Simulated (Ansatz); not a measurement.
Rows from a G0W0 calculation on WSe2 (P6_3/mmc) (Ansatz 0.2.0; G0W0 on PBE+U, plane waves, PAW; PAW set soft_1; 6×6×2 mesh, 507 empty bands, screening to 150 eV, PAW set soft_1 files), in eV. Spin-orbit coupling is left out.

The database entry behind the starting cell differs from later determinations by our own check (a about 0.2 % long), so it need not match the best structure at ambient conditions.

| row | k | band | start | Σx | Σc at the solution | Vxc |
| --- | --- | --- | --- | --- | --- | --- |
| A | (0.167, 0.167, 0.000) | v1 | 11.430 | -19.470 | 1.093 | -18.102 |
| B | Γ | v2 | 11.510 | -18.168 | 1.630 | -15.952 |
| C | Γ | v1 | 12.496 | -19.464 | 0.422 | -18.851 |
| D | Γ | c1 | 15.245 | -13.876 | -4.210 | -18.210 |
| E | (0.167, 0.167, 0.000) | c2 | 14.415 | -14.150 | -4.147 | -18.429 |
| F | (0.167, 0.167, 0.000) | c1 | 13.522 | -13.072 | -3.671 | -16.812 |

Q: Give the quasiparticle energies and the shift of each level.

The quasiparticle equation reads E = start + Σx + Σc(E) − Vxc.

| row | E (eV) | shift (eV) |
| --- | --- | --- |
| A | 11.155 | −0.275 |
| B | 10.925 | −0.585 |
| C | 12.305 | −0.191 |
| D | 15.368 | +0.123 |
| E | 14.547 | +0.132 |
| F | 13.591 | +0.069 |

The gap over the computed points goes from 1.03 eV to 1.29 eV.

Limits: not at the basis limit; no spin-orbit coupling.

[Runs of the session that timed out or met a known fault of the program may be left out.]

[Cells called generated may have been cut or substituted from an entry of the Crystallography Open Database or the Materials Project.]

[Hosts, paths, dates, database ids (printed as entryN), source tags and the programs' standing remarks are cut or masked in the printed files.]
